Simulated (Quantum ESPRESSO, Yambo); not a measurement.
An input for Quantum ESPRESSO 7.5 (PtSe2 (1T monolayer)):

```
&control
  calculation = 'vc-relax'
  prefix = 'x'
  outdir = 'o'
  pseudo_dir = 'pseudo'
  forc_conv_thr = 4e-4
  nstep = 60
/
&system
  ibrav = 0
  nat = 3
  ntyp = 2
  ecutwfc = 98.89999999999999
  nbnd = 30
  force_symmorphic = .true.
  occupations = 'smearing'
  smearing = 'fd'
  degauss = 0.002
/
&electrons
  conv_thr = 1e-9
  electron_maxstep = 80
  mixing_beta = 0.5
/
&ions
/
&cell
  press_conv_thr = 0.3
  cell_dofree = '2Dxy'
/
ATOMIC_SPECIES
  Pt 195.08 Pt.upf
  Se 78.971 Se.upf
CELL_PARAMETERS angstrom
  3.8527425800 0.0000000000 0.0000000000
  -1.9263712900 3.3365729485 0.0000000000
  0.0000000000 0.0000000000 15.0000000000
ATOMIC_POSITIONS crystal
  Pt 0.0000000000 0.0000000000 0.5000000000
  Se 0.3333333333 0.6666666667 0.6043677216
  Se 0.6666666667 0.3333333333 0.3956322784
K_POINTS automatic
  6 6 1 0 0 0
```

```sh
OMP_NUM_THREADS=1 mpirun -n 16 pw.x -nk 8 -in pw.in > pw.out
```

Q: How long will it take on 16 MPI ranks of Arm Neoverse V1, shared host, and how much memory?

It took 2.2 min; on shared hardware allow 66 s to 4.4 min. Peak host memory was 1.9 GiB.

[Paths, hosts, dates, memory and timing lines, banners, echoed tables and standing remarks are left out of the program output.]

[Logs are printed without paths, hosts, clocks, repeated set-up lines and the standing remarks that a program may print on its own settings, such as how far it seeks lower states.]

[Runs of the session that timed out or met a known fault of the program may be left out.]

[Hosts, paths, dates, database ids (printed as entryN), source tags and the programs' standing remarks are cut or masked in the printed files.]
